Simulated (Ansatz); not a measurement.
## CdInI3 (model cell, started as cubic perovskite with Cd in the octahedra): following an unstable mode

Aim: this structure of CdInI3 (model cell, started as cubic perovskite with Cd in the octahedra) is to be tested for unstable modes, and one is followed downhill.

Calculated with Ansatz 0.2.0; DFT PBEsol, scalar-relativistic, plane waves, PAW; PAW set soft_1.

Most raw output is cut from this account.

The structure was built from a prototype and need not be the compound's stable phase.

## (1) Starting point

It takes space group Pm-3m (No. 221, cubic). Conventional cell: a = 5.778 Å, b = 5.778 Å, c = 5.778 Å, α = 90.00°, β = 90.00°, γ = 90.00°. In has 12 I at 4.09 Å nearest. Nearest to Cd lie 6 I at 2.89 Å. Nearest to I lie 2 Cd at 2.89 Å. Farther neighbours and most contacts between anions are not listed.

## (2) Response at finite wavevector

The cell comes from relaxations at this level that are not shown. Stability and thermal properties need the whole zone. Linear response on a 2×2×2 q mesh gives force constants as far as a supercell of that size would.

input.yaml reads:

```yaml
crystal:
  lattice:
    - [5.777575321, 0.0, 0.0]
    - [0.0, 5.777575321, 0.0]
    - [0.0, 0.0, 5.777575321]
  atoms:
    - { symbol: In, position: [0.0, 0.0, 0.0] }
    - { symbol: Cd, position: [0.5, 0.5, 0.5] }
    - { symbol: I, position: [0.5, 0.5, 0.0] }
    - { symbol: I, position: [0.5, 0.0, 0.5] }
    - { symbol: I, position: [0.0, 0.5, 0.5] }
kpoints:
  mp_grid: { grid: [6, 6, 6] }
hamiltonian:
  xc: pbesol
  pseudopotentials: { kind: paw, azcp: { folder: soft_1 }, xc_functional: pbe }
scf:
  occupations: { method: methfessel_paxton, width: 0.2 }
output:
  eigenvalues: true
phonons:
  method: dfpt
  qmesh: [2, 2, 2]
  temperatures: { t_max: 1000, t_step: 50 }
  qpath:
    path:
      - [[0.0, 0.0, 0.0], [0.0, 0.5, 0.0], [0.5, 0.5, 0.0], [0.0, 0.0, 0.0], [0.5, 0.5, 0.5], [0.0, 0.5, 0.0]]
      - [[0.5, 0.5, 0.5], [0.5, 0.5, 0.0]]
    npoints: 10
```

Run with:

```
> ansatz run input.yaml --threads 4 --pin off --max-ram 16384MiB --backend cpu --events-out ev --progress --plain --runs-dir out
```

It took 7 min on 4 threads of Arm Neoverse V1, shared host; peak memory 1.8 GiB; 27 min of CPU time.

Numbers from this step:

```yaml
volume_per_atom: 38.57 Å³
gap_on_the_k_mesh: 0 eV
sum_rule_residual_before_enforcement: 1.20e-4 eV/Å²
lowest_frequency_on_the_path: -51.03 cm⁻¹
point_group: m-3m
highest_frequency_on_the_path_or_at_a_solved_wavevector: 150.9 cm⁻¹
highest_optical_mode_at_the_zone_centre_no_lo_to_term: 140.4 cm⁻¹
lowest_optical_zone_centre_mode: -51.03 cm⁻¹
lowest_mode_on_the_q_mesh_acoustic_modes_at_gamma_apart: -51.03 cm⁻¹
```

Frequencies (cm⁻¹) solved at each irreducible wavevector; negative means imaginary. Frequencies by wavevector, by row:

| q in reciprocal lattice units | star | mode 1 | mode 2 | mode 3 | mode 4 | mode 13 | mode 14 | mode 15 |
| --- | --- | --- | --- | --- | --- | --- | --- | --- |
| 0 0 0 | 1 | -51 | -51 | -51 | -11.8 | 140.4 | 140.4 | 140.4 |
| 0 0 -0.5 | 3 | -44.6 | -44.6 | -15.9 | -15.9 | 122.4 | 140.8 | 140.8 |
| 0 -0.5 -0.5 | 3 | -45.6 | -45.6 | -45 | -36 | 114 | 137.4 | 141.2 |
| -0.5 -0.5 -0.5 | 1 | -48.6 | -48.6 | -48.6 | -44.3 | 117.4 | 117.4 | 148.1 |

Interpolated from a 2×2×2 q mesh. The phonon branches at the labelled points (cm⁻¹):

| point | branch 1 | branch 2 | branch 3 | branch 4 | branch 12 | branch 13 | branch 14 | branch 15 |
| --- | --- | --- | --- | --- | --- | --- | --- | --- |
| Γ | -51 | -51 | -51 | -12 | 19 | 140 | 140 | 140 |
| halfway | -48 | -48 | -38 | -12 | 71 | 137 | 140 | 140 |
| X | -45 | -45 | -16 | -16 | 112 | 122 | 141 | 141 |
| halfway | -45 | -41 | -38 | -36 | 110 | 113 | 141 | 142 |
| M | -46 | -46 | -45 | -36 | 114 | 114 | 137 | 141 |
| halfway | -46 | -45 | -37 | -30 | 78 | 127 | 141 | 144 |
| Γ | -51 | -51 | -51 | -12 | 19 | 140 | 140 | 140 |
| halfway | -45 | -45 | -37 | -33 | 83 | 127 | 127 | 150 |
| R | -49 | -49 | -49 | -44 | 117 | 117 | 117 | 148 |
| halfway | -44 | -44 | -42 | -38 | 106 | 114 | 127 | 150 |
| X | -45 | -45 | -16 | -16 | 112 | 122 | 141 | 141 |
| jump to R | -49 | -49 | -49 | -44 | 117 | 117 | 117 | 148 |
| halfway | -47 | -47 | -45 | -43 | 116 | 116 | 118 | 149 |
| M | -46 | -46 | -45 | -36 | 114 | 114 | 137 | 141 |

Symmetry leaves 4 wavevectors to solve. The lowest mode among them, the acoustic zeros apart, lies at Γ and is imaginary, 51.0i cm⁻¹, so the energy falls along it.

## (3) The mode frozen in, largest atomic shift 0 Å

The mode followed lies at q = (-0.5, -0.5, -0.5) with frequency 48.6i cm⁻¹ and is 3-fold degenerate, one of the unstable modes though not the softest. At small amplitude the distorted cell has space group no. 166 by a symmetry search on the positions. The undistorted cell that holds it gives the zero of energy on the same k mesh.

System of this step: CdInI3 (model cell, started as cubic perovskite with Cd in the octahedra). It takes space group Pm-3m (No. 221, cubic). The conventional cell has a = 5.778 Å, b = 5.778 Å, c = 5.778 Å, α = 90.00°, β = 90.00°, γ = 90.00°. Nearest to In lie 12 I at 4.09 Å. Nearest to Cd lie 6 I at 2.89 Å. Nearest to I lie 2 Cd at 2.89 Å. Farther neighbours and most contacts between anions are not listed.

input.yaml, the sections that differ from step 2:

```yaml
crystal:
  lattice:
    - [5.777575321, 5.777575321, 0.0]
    - [5.777575321, 0.0, 5.777575321]
    - [5.777575321, 0.0, -5.777575321]
  atoms:
    - { symbol: In, position: [0.0, 0.5, 0.5] }
    - { symbol: In, position: [0.0, 0.0, 1.0] }
    - { symbol: Cd, position: [0.5, 0.25, 0.75] }
    - { symbol: Cd, position: [0.5, 0.75, 0.25] }
    - { symbol: I, position: [0.5, 0.5, 0.5] }
    - { symbol: I, position: [0.5, 0.0, 0.0] }
    - { symbol: I, position: [0.0, 0.5, 0.0] }
    - { symbol: I, position: [0.0, 0.0, 0.5] }
    - { symbol: I, position: [0.5, 0.5, 0.0] }
    - { symbol: I, position: [0.5, 0.0, 0.5] }
output:
  forces: true
  stress: true
  eigenvalues: true
# kpoints, hamiltonian, scf: as in step 2
# phonons: removed
```

Run time: 9.8 s. Hardware: 4 threads; peak memory 1.3 GiB; 38 s of CPU time.

This step gave:

```yaml
pressure: 0.007109 GPa
energy_from_the_undistorted_cell: 0 meV/atom
```

The run ends at a pressure of 0.01 GPa.

## (4) The mode frozen in, largest atomic shift 0.6 Å

The atoms are moved along the unstable eigenvector, the largest shift by 0.6 Å, with the cell fixed.

input.yaml, the sections that differ from step 3:

```yaml
crystal:
  lattice:
    - [5.777575321, 5.777575321, 0.0]
    - [5.777575321, 0.0, 5.777575321]
    - [5.777575321, 0.0, -5.777575321]
  atoms:
    - { symbol: In, position: [-0.0599577058, 0.5299788529, 0.5899365587] }
    - { symbol: In, position: [0.0599577058, -0.0299788529, 0.9100634413] }
    - { symbol: Cd, position: [0.5, 0.25, 0.75] }
    - { symbol: Cd, position: [0.5, 0.75, 0.25] }
    - { symbol: I, position: [0.4835335954, 0.5164664046, 0.5164664046] }
    - { symbol: I, position: [0.5164664046, -0.0164664046, -0.0164664046] }
    - { symbol: I, position: [0.0, 0.5, -0.0164664046] }
    - { symbol: I, position: [0.0, 0.0, 0.5164664046] }
    - { symbol: I, position: [0.5164664046, 0.5, -0.0164664046] }
    - { symbol: I, position: [0.4835335954, 0.0, 0.5164664046] }
# kpoints, hamiltonian, scf, output: as in step 3
```

The job ended after 22 s (4 threads; peak memory 1.6 GiB; 86 s of CPU time).

Numbers from this step:

```yaml
pressure: 0.4741 GPa
gap_on_the_k_mesh: 0.06607 eV
energy_from_the_undistorted_cell: -30.03 meV/atom
```

The energy, extrapolated to zero smearing, is -30.03 meV/atom against the undistorted cell.

The run ends at a pressure of 0.47 GPa, with forces up to 0.28 eV/Å.

## (5) Energy along the mode, all amplitudes (two of the runs are shown above)

An imaginary frequency means negative curvature, so the energy should fall and then rise again as anharmonic terms take over.

This step gave:

```
depth at the lowest point sampled  : 30.03 meV/atom
largest atomic shift at that point : 0.6 Å
```

The energy from the parent by largest atomic shift:

| largest atomic shift (Å) | energy from the parent (meV/atom) |
| --- | --- |
| 0.000 | 0 |
| 0.040 | -0.187 |
| 0.080 | -0.743 |
| 0.140 | -2.25 |
| 0.220 | -5.44 |
| 0.320 | -11.0 |
| 0.450 | -19.9 |
| 0.600 | -30.0 |

Displacement at unit largest shift by atom:

| atom | x (Å) | y (Å) | z (Å) | size |
| --- | --- | --- | --- | --- |
| In1 | 0.577 | -0.577 | -0.577 | 0.999 |
| In2 | -0.577 | 0.577 | 0.577 | 0.999 |
| Cd3 | 0.000 | 0.000 | 0.000 | 0.000 |
| Cd4 | 0.000 | 0.000 | 0.000 | 0.000 |
| I5 | 0.159 | -0.159 | 0.000 | 0.225 |
| I6 | -0.159 | 0.159 | 0.000 | 0.225 |
| I7 | -0.159 | 0.000 | 0.159 | 0.225 |
| I8 | 0.159 | 0.000 | -0.159 | 0.225 |
| I9 | 0.000 | 0.159 | 0.159 | 0.225 |
| I10 | 0.000 | -0.159 | -0.159 | 0.225 |

The lowest of the steps tried is the last one, at 0.6 Å, 30.0 meV/atom below the parent; the bottom of the well need not coincide with a step.

## (6) Relaxation from the frozen mode

Starting from the lowest point found, all atoms and the cell are let go, so that strain and other modes of the same symmetry can join in.

Edit input.yaml of step 4 so:

```diff
@@ -27 +27,6 @@
   eigenvalues: true
+relax:
+  adjacent_minimum: "off"
+  f_tol: 0.002
+  max_steps: 120
+  cell: { stress_tol: 0.03 }
```

The job ended after 3.1 min (4 threads; peak memory 1.7 GiB; 12 min of CPU time).

Step by step:

| step | energy less that of the first step (eV) | largest force component (eV/Å) | pressure (GPa) | volume (Å³) |
| --- | --- | --- | --- | --- |
| 1 | 0.0000 | 0.1629 | 0.47 | 385.72 |
| 2 | -0.1058 | 0.1403 | -0.06 | 396.04 |
| 3 | -0.1556 | 0.0539 | 0.32 | 397.96 |
| 4 | -0.1667 | 0.0071 | -0.18 | 406.35 |
| 5 | -0.1697 | 0.0060 | -0.01 | 402.82 |
| 6 | -0.1698 | 0.0030 | 0.00 | 402.58 |
| 7 | -0.1698 | 0.0003 | 0.00 | 402.66 |
| 8* | -0.1713 | 0.0003 | 0.00 | 402.66 |

Relaxation steps marked * repeat the geometry before them on a plane-wave basis chosen anew for their cell, so energy and pressure can jump there.

Forces are held to the 12 operations that the run works with; a distortion that breaks them can't arise in this run.

| conventional cell, symmetrised | before | after | change |
| --- | --- | --- | --- |
| a (Å) | 8.171 | 8.160 | -0.1 % |
| b (Å) | 8.171 | 8.160 | -0.1 % |
| c (Å) | 20.014 | 20.950 | +4.7 % |
| volume (Å³/atom) | 38.57 | 40.27 | +4.4 % |

The atoms that moved most (Å, as changes of fractional coordinates times the final cell):

| atom | dx | dy | dz | length |
| --- | --- | --- | --- | --- |
| In2 | -0.277 | 0.277 | 0.277 | 0.480 |
| In1 | 0.277 | -0.277 | -0.277 | 0.480 |
| I5 | -0.043 | 0.043 | 0.000 | 0.061 |
| I10 | 0.000 | 0.043 | 0.043 | 0.061 |
| I7 | 0.043 | 0.000 | -0.043 | 0.061 |
| I9 | 0.000 | -0.043 | -0.043 | 0.061 |
| I6 | 0.043 | -0.043 | 0.000 | 0.061 |
| I8 | -0.043 | 0.000 | 0.043 | 0.061 |

This step gave:

```yaml
pressure: -0.004416 GPa
volume_per_atom: 40.27 Å³
gap_on_the_k_mesh: 0.05178 eV
```

The distorted start has space group R-3m; the relaxation ends in R-3m.

## (7) The new phase in its own primitive cell

The relaxed structure is symmetrised, reduced to its primitive cell and relaxed tightly, as its phonons need.

input.yaml, the sections that differ from step 6:

```yaml
crystal:
  lattice:
    - [4.0798118504, 2.3554804701, 6.9833870658]
    - [-4.0798118504, 2.3554804701, 6.9833870658]
    - [0.0, -4.7109609402, 6.9833870658]
  atoms:
    - { symbol: In, position: [0.1971086117, 0.1971086117, 0.1971086117] }
    - { symbol: In, position: [0.8028913883, 0.8028913883, 0.8028913883] }
    - { symbol: Cd, position: [0.5, 0.5, 0.5] }
    - { symbol: Cd, position: [0.0, 0.0, 0.0] }
    - { symbol: I, position: [0.7499087883, 0.2408562768, 0.7499087883] }
    - { symbol: I, position: [0.2500912117, 0.7591437232, 0.2500912117] }
    - { symbol: I, position: [0.2500912117, 0.2500912117, 0.7591437232] }
    - { symbol: I, position: [0.7499087883, 0.7499087883, 0.2408562768] }
    - { symbol: I, position: [0.7591437232, 0.2500912117, 0.2500912117] }
    - { symbol: I, position: [0.2408562768, 0.7499087883, 0.7499087883] }
relax:
  adjacent_minimum: "off"
  f_tol: 0.001
  max_steps: 60
  cell: { stress_tol: 0.01 }
# kpoints, hamiltonian, scf, output: as in step 6
```

Elapsed: 56 s, on 4 threads; peak memory 1.6 GiB; 3.7 min of CPU time.

Little changed from the start: no atom moved by 0.005 Å and no cell edge by 0.1 %.

This step gave:

```
direct gap on mesh : 0.1496 eV
```

The largest force component left is 0.34 meV/Å and the pressure is -0.004 GPa, within the tolerances set. The cell now holds 40.27 Å³/atom.

## (8) Modes of the new phase

A relaxed structure may still be a saddle point, so its zone-centre modes are computed. No field response is asked, and the gap on the mesh is small against the smearing.

Edit input.yaml of step 7 so:

```diff
@@ -24,9 +24,4 @@
 output:
-  forces: true
-  stress: true
   eigenvalues: true
-relax:
-  adjacent_minimum: "off"
-  f_tol: 0.001
-  max_steps: 60
-  cell: { stress_tol: 0.01 }
+phonons:
+  method: dfpt
```

The job ended after 32 min (4 threads; peak memory 9.2 GiB).

This step gave:

```yaml
sum_rule_residual_before_enforcement: 1.12e-4 eV/Å²
point_group: -3m
highest_optical_mode_at_the_zone_centre_no_lo_to_term: 135.9 cm⁻¹
lowest_optical_zone_centre_mode: -32.71 cm⁻¹
```

Patterns of degenerate modes are one choice out of their space. Modes at Γ, with each element's share of the kinetic energy (negative means imaginary):

| mode | frequency (cm⁻¹) | symmetry | In % | Cd % | I % |
| --- | --- | --- | --- | --- | --- |
| 1 | -32.7 | A2g | 0 | 0 | 100 |
| 2 | -24.1 | Eg | 43 | 0 | 57 |
| 3 | -24.1 | Eg | 43 | 0 | 57 |
| 4 | -4.5 | Eu | 51 | 21 | 28 |
| 5 | -4.5 | Eu | 51 | 21 | 28 |
| 6 | 0.0 | acoustic | 19 | 18 | 63 |
| 7 | 0.0 | acoustic | 19 | 18 | 63 |
| 8 | 0.0 | acoustic | 19 | 18 | 63 |
| 9 | 3.5 | A1u | 0 | 0 | 100 |
| 10 | 8.5 | Eu | 6 | 32 | 62 |
| 11 | 8.5 | Eu | 6 | 32 | 62 |
| 12 | 26.0 | A2u | 21 | 48 | 31 |
| 13 | 35.0 | A1g | 64 | 0 | 36 |
| 14 | 40.0 | Eg | 22 | 0 | 78 |
| 15 | 40.0 | Eg | 22 | 0 | 78 |
| 16 | 49.8 | Eg | 13 | 0 | 87 |
| 17 | 49.8 | Eg | 13 | 0 | 87 |
| 18 | 62.5 | Eg | 21 | 0 | 79 |
| 19 | 62.5 | Eg | 21 | 0 | 79 |
| 20 | 62.8 | Eu | 22 | 3 | 76 |
| 21 | 62.8 | Eu | 22 | 3 | 76 |
| 22 | 72.5 | A2u | 49 | 17 | 34 |
| 23 | 76.0 | A1g | 36 | 0 | 64 |
| 24 | 107.4 | Eu | 2 | 95 | 3 |
| 25 | 107.4 | Eu | 2 | 95 | 3 |
| 26 | 116.8 | A2u | 10 | 84 | 6 |
| 27 | 119.7 | Eu | 0 | 31 | 69 |
| 28 | 119.7 | Eu | 0 | 31 | 69 |
| 29 | 129.9 | A2u | 1 | 32 | 67 |
| 30 | 135.9 | A1g | 0 | 0 | 100 |

Displacements in mode 1 (-32.7 cm⁻¹), the largest set to 1:
```
In1  0.00  0.00  0.00
In2  0.00  0.00  0.00
Cd3  0.00  0.00  0.00
Cd4  0.00  0.00  0.00
I5   0.50  0.87  0.00
I6  -0.50 -0.87  0.00
I7   1.00  0.00  0.00
I8  -1.00  0.00  0.00
I9  -0.50  0.87  0.00
I10  0.50 -0.87  0.00
```

Displacements in mode 16 (49.8 cm⁻¹), the largest set to 1:
```
In1 -0.11  0.61  0.00
In2  0.11 -0.61  0.00
Cd3  0.00  0.00  0.00
Cd4  0.00  0.00  0.00
I5   0.43 -0.08  0.66
I6  -0.43  0.08 -0.66
I7   0.04  0.63  1.00
I8  -0.04 -0.63 -1.00
I9   0.28 -0.05 -0.34
I10 -0.28  0.05  0.34
```

Before it was imposed, the acoustic sum rule was missed by 1.1e-4 eV/Å². Small misses are needed for a sound result but don't prove that mesh and cutoff are converged. The lowest optical mode is imaginary, 32.7i cm⁻¹, so the energy falls along it.

## (9) What came out

```
unstable mode of the parent                                                      : q = (-0.5, -0.5, -0.5), 49i cm⁻¹
depth at the lowest point sampled                                                : 30.0 meV/atom
largest atomic shift at that point                                               : 0.6 Å
space group reached (within 0.01 Å)                                              : R-3m
energy gained over the parent (first relaxation, on the mesh of the frozen mode) : 47.5 meV/atom
volume per atom, phase reached                                                   : 40.3 Å³
gap on the k-mesh, phase reached                                                 : 0.0518 eV
lowest optical zone-centre mode, phase reached                                   : -32.7 cm⁻¹
highest optical mode at the zone centre (no LO-TO term), phase reached           : 136 cm⁻¹
```

In words: Along this mode the structure falls into R-3m, 47.5 meV/atom below the parent. At the parent's cell the well is 30.03 meV/atom deep on the steps tried, with its lowest point at a shift of 0.6 Å. That is the last step tried, so the steps alone don't bracket the bottom of the well. Relaxing atoms and cell changes the gain by +17.48 meV/atom against the lowest step (energies at zero smearing). The new phase still has an imaginary mode at the zone centre of its cell, so it is a saddle point on the way to a lower structure. Of the 6 patterns followed to their end from this parent, this one ends 20.7 meV/atom above the lowest, P4mm. Another end point lies within 1 meV/atom; how such a difference moves with mesh and cutoff was not tested. Each path keeps the symmetry of its pattern, so a lower phase may lie along a pattern not tried. With no gap, or one that is small against the smearing, the frequencies hang on the k mesh and the smearing, most of all near Kohn anomalies. A semilocal functional can close a gap that the real compound would have, so the metallic treatment may be an artefact of the level. Spin-orbit coupling is left out, which can matter for the heavy elements here. The PAW files were made for PBE and serve the other functionals too. The starting cell was built on a prototype and not taken from a measurement, so the phase need not exist.

[Logs are printed without paths, hosts, clocks, repeated set-up lines and the standing remarks that a program may print on its own settings, such as how far it seeks lower states.]

[Hosts, paths, dates, database ids (printed as entryN), source tags and the programs' standing remarks are cut or masked in the printed files.]
